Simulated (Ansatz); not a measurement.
# Y on Cu(110): change of the work function, part 5 of 5

Aim: the work function of Cu(110) at several coverages of Y (longbridge site), and the dipole that each adsorbate carries.

Ansatz 0.2.0; plane-wave DFT, PBE, Ansatz PAW (the session's first sound run).

So far, work function, upper face (eV): step 2 (the clean slab, PBE) 4.35; step 4 (the covered slab, coverage 0.5 ML, PBE) 2.53; step 6 (the 0.25 ML cell at another level of theory, cutoff 420 eV, functional revpbe) 2.51; step 7 (the 0.25 ML cell at another level of theory, cutoff 420 eV, functional RPBE) 2.50; step 8 (the 0.25 ML cell at another level of theory, cutoff 500 eV, functional r2SCAN) 2.57.

## 10. The same run with other settings: basis.xc_grid = 1 and kpoints.mp_grid.grid = [6, 9, 1] (continued)

The steps of the relaxation:

```tsv
step	energy less that of the first step (eV)	largest force component (eV/Å)
1	0.0000	1.5414
2	-0.7021	1.6256
3	-1.4716	1.5654
4	-2.1337	1.2416
5	-2.5981	0.7073
6	-3.0082	0.5143
7	-3.3051	0.2284
8	-3.3770	0.2942
9	-3.4067	0.0642
10	-3.4109	0.0087
```

Forces are held to the 8 operations that the run works with; a distortion that breaks them can't arise in this run.

The atoms that moved most (Å):

```tsv
atom	dx	dy	dz	length
Y21	0.000	0.000	-1.310	1.310
Y22	0.000	0.000	-1.310	1.310
Cu15	0.497	0.000	0.290	0.575
Cu5	-0.497	0.000	0.290	0.575
Cu10	0.497	0.000	0.290	0.575
Cu20	-0.497	0.000	0.290	0.575
Cu4	0.000	-0.077	-0.065	0.101
Cu14	0.000	0.077	-0.065	0.101
```

Final coordinates:

```xyz
22
Lattice="7.2200 0.0000 0.0000 0.0000 5.1053 0.0000 0.0000 0.0000 25.9091" Properties=species:S:1:pos:R:3
Cu    0.0000    0.0000    9.0000
Cu    1.8050    1.2763   10.2763
Cu   -0.0363    0.0000   11.5946
Cu    1.8050    1.1990   12.8213
Cu   -0.4967    0.0000   14.3403
Cu    0.0000    2.5527    9.0000
Cu    1.8050    3.8290   10.2763
Cu    0.0363    2.5527   11.5946
Cu    1.8050    3.9063   12.8213
Cu    0.4967    2.5527   14.3403
Cu    3.6100    0.0000    9.0000
Cu    5.4150    1.2763   10.2763
Cu    3.6463    0.0000   11.5946
Cu    5.4150    1.3537   12.8213
Cu    4.1067    0.0000   14.3403
Cu    3.6100    2.5527    9.0000
Cu    5.4150    3.8290   10.2763
Cu    3.5737    2.5527   11.5946
Cu    5.4150    3.7516   12.8213
Cu    3.1133    2.5527   14.3403
Y     1.8050    0.0000   15.5994
Y     5.4150    2.5527   15.5994
```

Numbers from this step:

```
energy at zero smearing        : -140194.8239 eV
work function, upper face      : 2.542 eV
work function, lower face      : 4.478 eV
dipole along the normal        : 0.3943 e·Å
step between the vacuum levels : -1.936 eV
```

The density of states has structure finer than the step of the table below, so its rows give means over 0.25 eV, whole bins alone (the curve runs from -8 to 1.98 eV). Peaks (eV: height): -2.980: 111, -2.920: 111, -2.650: 101, -2.170: 107, -1.860: 102, -1.710: 110, -1.560: 101.

Table of density of states by energy, zero at the Fermi level; means over each step:

energy (eV), density of states (states/eV a cell) and a bar:
```
    -7.75          2 
    -7.50          2 
    -7.25          2 
    -7.00          1 
    -6.75          3 #
    -6.50          3 #
    -6.25          4 #
    -6.00          5 #
    -5.75          5 #
    -5.50          4 #
    -5.25          7 ##
    -5.00          5 #
    -4.75         18 ######
    -4.50         26 #########
    -4.25         27 #########
    -4.00         43 ###############
    -3.75         43 ###############
    -3.50         55 ###################
    -3.25         65 #######################
    -3.00         77 ###########################
    -2.75         79 ############################
    -2.50         65 #######################
    -2.25         85 ##############################
    -2.00         69 ########################
    -1.75         80 ############################
    -1.50         71 #########################
    -1.25         13 ####
    -1.00          9 ###
    -0.75          9 ###
    -0.50         10 ###
    -0.25         10 ###
     0.00         11 ###
     0.25         11 ###
     0.50         14 #####
     0.75         10 ###
     1.00          9 ###
     1.25          8 ##
     1.50         12 ####
     1.75         18 ######
```

Projected DOS per atom over height of the atomic layer and energy from the Fermi level. Layers: Cu4 Cu4 Cu4 Cu4 Cu4 Y2 from below.

Ten even steps from '0' (0.02 states/eV) to '9' (5.85 states/eV), each cell a mean:
```
000006
000003
000003
000004
000002
000001
000001
943100
956620
655660
566591
354470
143450
023420
012210
000000
000000
000000
000000
000000
000000
000000
```
Columns: height of the atomic layer (Å) from 9 to 15.6 (not evenly spaced); rows upwards: energy from the Fermi level (eV) from -7.96 to 1.95.

```tsv
quantity	this run	earlier run	difference
work function, upper face (eV)	2.542	2.535	0.0074
work function, lower face (eV)	4.478	4.465	0.013
dipole along the normal (e·Å)	0.3943	0.3932	0.0012
```

What moves beyond 0.01 in its unit (for the dipole 0.5 % and 5e-5 e·Å): work function, lower face (+0.013 eV).

## 11. A changed input

System of this step: Cu(110). The cell holds 5 atoms: 5 Cu. Its edges and angles: a = 3.610 Å, b = 2.553 Å, c = 23.105 Å, α = 90.0°, β = 90.0°, γ = 90.0°. Vacuum lies along c.

An input spoilt on purpose, to show how the run answers: it repeats the earlier run at 0 ML with crystal.atoms[0].spin to 2.0, and scf.max_iter set to 60.

input.yaml

```yaml
crystal:
  lattice:
    - [3.61, 0.0, 0.0]
    - [0.0, 2.5526554801, 0.0]
    - [0.0, 0.0, 23.1053109602]
  atoms:
    - { symbol: Cu, position: [0.0, 0.0, 0.3895208342], spin: 2.0 }
    - { symbol: Cu, position: [0.5, 0.5, 0.4447604171] }
    - { symbol: Cu, position: [0.0, 0.0, 0.5] }
    - { symbol: Cu, position: [0.5, 0.5, 0.5552395829] }
    - { symbol: Cu, position: [0.0, 0.0, 0.6104791658] }
kpoints:
  mp_grid: { grid: [8, 12, 1] }
hamiltonian:
  xc: pbe
scf:
  occupations: { method: fermi_dirac, width: 0.1 }
  convergence: { dr2_threshold: 1.0e-08 }
  max_iter: 60
efield:
  axis: 3
  dipole_correction: true
  ramp_position: 0.97
  ramp_width: 0.06
relax:
  f_tol: 0.02
  max_steps: 60
  constraints: [{ sites: [0, 1] }]
output:
  write_potential: true
  write_density: true
  volumetric_format: npy
```

On the command line:

```sh
$ ansatz run input.yaml --threads 4 --pin off --max-ram 12288MiB --backend cpu --events-out ev --progress --plain --runs-dir out
```

Numbers of over 12 decimals in the logs are rounded to 6 here.

Output:

```text
Error: inconsistent input (magnetization.spin_polarized): false but per-atom `spin:`, `per_species`, `initial_magnetization`, `magnetic_field`, or `spin_locking` is set
```

Elapsed: 0.02 s, on 4 threads of Arm Neoverse V2, shared host; peak memory 0.031 GiB.

The program refused the input before any cycle.

The program's message: “Error: inconsistent input (magnetization.spin_polarized): false but per-atom `spin:`, `per_species`, `initial_magnetization`, `magnetic_field`, or `spin_locking` is set”

The fault put into the input: a moment without spin polarisation.

## 12. Results

| Property | Result |
| --- | --- |
| work function of the clean face | 4.35 eV |
| work function at 0.25 ML | 2.64 eV |
| work function at 0.5 ML | 2.53 eV |
| dipole per adsorbate at 0.25 ML, positive end outwards | 1.79 D |

Y lowers the work function of Cu(110) at the lowest coverage, by 1.71 eV: the adsorbate layer has its positive end outwards. The slab has 5 layers, at the tabulated experimental lattice constant, one starting site was run, and quantum-size effects of a slab this thin can reach one or two tenths of an eV. The main runs have no spin polarisation; a magnetic state could lie lower and would change these results.

[Logs are printed without paths, hosts, clocks, repeated set-up lines and the standing remarks that a program may print on its own settings, such as how far it seeks lower states.]

[Hosts, paths, dates, database ids (printed as entryN), source tags and the programs' standing remarks are cut or masked in the printed files.]

[Maps of the electrostatic potential energy from Ansatz leave out the sawtooth potential of an applied field or a dipole correction, so their vacuum need not be flat; planar profiles and work functions include it.]
